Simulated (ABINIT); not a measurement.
## MgO (Fm-3m): G0W0 in ABINIT against the exchange cutoff

Wanted: the cheapest exchange cutoff that holds the gap of MgO (Fm-3m).

Calculated with ABINIT 10.8.3; PBE and many-body steps on it, plane waves.

This is a report of a sequence of runs, with most program output left out.

### 1. Set-up

Symmetry: Fm-3m, No. 225, cubic system. The conventional cell has a = 4.194 Å, b = 4.194 Å, c = 4.194 Å, α = 90.00°, β = 90.00°, γ = 90.00°. Nearest to Mg lie 6 O at 2.10 Å. Nearest to O lie 6 Mg at 2.10 Å. Farther neighbours and most contacts between anions are not listed.

The cell and positions are those that the Materials Project relaxed with its own functionals (PBE, PBE+U or r2SCAN), kept fixed.

### 2. Screening, 4×4×4 mesh, 21 bands, screening to 130.6 eV

This step: ABINIT 10.8.3; RPA screening on PBE, plane waves, norm-conserving pseudopotentials.

The RPA dielectric matrix is built and inverted for each q.

Input file run.abi:

```
acell 3*1.0 Angstrom
rprim 
  -0.000000000000 2.097001392700 2.097001392700
  2.097001392700 -0.000000000000 2.097001392700
  2.097001392700 2.097001392700 -0.000000000000
ntypat 2
znucl 12 8
natom 2
typat 1 2
xred 
  0.000000000000 0.000000000000 0.000000000000
  0.500000000000 0.500000000000 0.500000000000
pp_dirpath "pseudos"
pseudos "Mg.upf, O.upf"
ecut 38
ngkpt 4 4 4
nshiftk 1
shiftk 0 0 0
kptopt 1
chksymbreak 0
istwfk *1
occopt 1
irdwfk 1
optdriver 3
nband 21
ecuteps 4.8
inclvkb 2
awtr 1
symchi 1
indata_prefix "in"
outdata_prefix "out"
tmpdata_prefix "tmp"
```

Launch:

```
$ OMP_NUM_THREADS=1 mpirun -n 4 abinit run.abi > log
```

Wall time 5.1 s (4 MPI ranks of Arm Neoverse N1, shared host); peak memory 0.35 GiB.

This step gave:

```yaml
eps_infinity_with_local_fields_on_this_mesh_along_the_program_s_q_direction: 3.141
the_same_without_local_fields: 3.332
plasma_frequency: 34.59 eV
plane_waves_in_the_screening_matrix: 59
```

Local fields lower ε∞ by 6 %. On a Γ-centred mesh this coarse the value itself is usually too large, while a short band sum pulls it down.

### 3. 3.8 Ha

This step: G0W0 on PBE, plane waves, norm-conserving pseudopotentials.

Edit run.abi of step 2 so:

```diff
@@ -23,8 +23,15 @@
 irdwfk 1
-optdriver 3
+optdriver 4
 nband 21
+gwcalctyp 0
+ecutsigx 3.8
+symsigma 1
+nkptgw 1
+kptgw 
+  0.0000000000 0.0000000000 0.0000000000
+bdgw 
+  6 12
 ecuteps 4.8
-inclvkb 2
-awtr 1
-symchi 1
+irdscr 1
+ppmodel 1
 indata_prefix "in"
```

Run time: 2.8 s. Hardware: 4 MPI ranks; peak memory 0.09 GiB.

Numbers from this step:

| Quantity | Value |
| --- | --- |
| G0W0 gap on the points computed | 6.789 eV |
| starting gap on the mesh | 4.895 eV |
| k of the valence top | 0, 0, 0 |
| k of the conduction bottom | 0, 0, 0 |
| Z at the valence top | 0.809 |
| Z at the conduction bottom | 0.857 |
| least direct G0W0 gap on the computed points | 6.789 eV |

### 4. 7.6 Ha

Edit run.abi of step 3 so:

```diff
@@ -26,3 +26,3 @@
 gwcalctyp 0
-ecutsigx 3.8
+ecutsigx 7.6
 symsigma 1
```

The job ended after 2.8 s (4 MPI ranks; peak memory 0.09 GiB).

Numbers from this step:

- G0W0 gap on the points computed: 6.943 eV
- starting gap on the mesh: 4.895 eV
- k of the valence top: 0, 0, 0
- k of the conduction bottom: 0, 0, 0
- Z at the valence top: 0.809
- Z at the conduction bottom: 0.857
- least direct G0W0 gap on the computed points: 6.943 eV

### 5. 15.2 Ha

The self-energy is evaluated for the states that the input lists, and the levels follow from it, in one-shot runs by the linearised quasiparticle equation.

Edit run.abi of step 4 so:

```diff
@@ -26,3 +26,3 @@
 gwcalctyp 0
-ecutsigx 7.6
+ecutsigx 15.2
 symsigma 1
```

Run time: 2.9 s. Hardware: 4 MPI ranks; peak memory 0.09 GiB; 11 s of CPU time.

Numbers from this step:

| Quantity | Value |
| --- | --- |
| G0W0 gap on the points computed | 7.038 eV |
| starting gap on the mesh | 4.895 eV |
| k of the valence top | 0, 0, 0 |
| k of the conduction bottom | 0, 0, 0 |
| least direct G0W0 gap on the computed points | 7.038 eV |

The gap on the mesh goes from 4.89 eV to 7.04 eV, a correction of +2.14 eV.

### 6. 26.6 Ha

Edit run.abi of step 5 so:

```diff
@@ -26,3 +26,3 @@
 gwcalctyp 0
-ecutsigx 15.2
+ecutsigx 26.6
 symsigma 1
```

Elapsed: 2.9 s, on 4 MPI ranks; peak memory 0.09 GiB.

This step gave:

| Property | Result |
| --- | --- |
| G0W0 gap on the points computed | 7.078 eV |
| starting gap on the mesh | 4.895 eV |
| k of the valence top | 0, 0, 0 |
| k of the conduction bottom | 0, 0, 0 |
| least direct G0W0 gap on the computed points | 7.078 eV |

Against the run before, the gap moves by +0.040 eV.

### 7. 38 Ha

Edit run.abi of step 6 so:

```diff
@@ -26,3 +26,3 @@
 gwcalctyp 0
-ecutsigx 26.6
+ecutsigx 38
 symsigma 1
```

Wall time 2.9 s (4 MPI ranks); peak memory 0.1 GiB; 11 s of CPU time.

This step gave:

| Item | Value |
| --- | --- |
| G0W0 gap on the points computed | 7.085 eV |
| starting gap on the mesh | 4.895 eV |
| k of the valence top | 0, 0, 0 |
| k of the conduction bottom | 0, 0, 0 |
| least direct G0W0 gap on the computed points | 7.085 eV |

Against the run before, the gap moves by +0.007 eV.

### 8. The runs together

Times are wall times on 4 MPI ranks of Arm Neoverse N1, shared host, good to a factor of about two. A run's time includes the screening step that it read.

```
    run   mesh  bands  screening cutoff (eV)  DFT gap (eV)  gap on the mesh (eV)  direct (eV)  ε∞ used   time
 3.8 Ha  4×4×4     21                  130.6         4.895                 6.789        6.789     3.14  7.9 s
 7.6 Ha  4×4×4     21                  130.6         4.895                 6.943        6.943     3.14  7.9 s
15.2 Ha  4×4×4     21                  130.6         4.895                 7.038        7.038     3.14  7.9 s
26.6 Ha  4×4×4     21                  130.6         4.895                 7.078        7.078     3.14    8 s
  38 Ha  4×4×4     21                  130.6         4.895                 7.085        7.085     3.14    8 s
```

### 9. Summary of results

| Item | Value |
| --- | --- |
| 3.8 Ha | 6.789 eV |
| 7.6 Ha | 6.943 eV |
| 15.2 Ha | 7.038 eV |
| 26.6 Ha | 7.078 eV |
| 38 Ha | 7.085 eV |
| known limits | not at the basis limit; coarse k mesh |

The setting moved: exchange cutoff. From 3.8 Ha to 38 Ha the gap moves by +0.30 eV. It holds to 0.03 eV from 26.6 Ha on. Bands and screening cutoff are coupled, so a series along one setting does not show full convergence. Below the screening cutoff the correlation part is cut too. Bands and cutoff are finite, so the gap is not at the basis limit. The miss can reach some tenths of an eV and take either sign; the mesh is an error of its own. In the first G0W0 run levels were corrected at 1 k point alone, so a gap called «on the mesh» is the least over those, and an edge elsewhere would be missed. The 4×4×4 mesh is coarse for this cell, which bears on the long-range parts of exchange and screening.

[Paths, hosts, dates, memory and timing lines, banners, echoed tables and standing remarks are left out of the program output.]

[Logs are printed without paths, hosts, clocks, repeated set-up lines and the standing remarks that a program may print on its own settings, such as how far it seeks lower states.]

[Runs of the session that timed out or met a known fault of the program may be left out.]

[No measured gap is set beside runs whose start may be inverted or whose files or cutoffs have a known fault.]

[Hosts, paths, dates, database ids (printed as entryN), source tags and the programs' standing remarks are cut or masked in the printed files.]

[G0W0 gaps are taken among the corrected bands and points alone; a level outside them can change the order at an edge.]

[Where Ansatz stands beside ABINIT at settings called matched, ABINIT's density can come from a denser mesh and the files from another edition; pairs whose starting gaps differed by over 0.03 eV were left out, so agreement reads better than it is.]
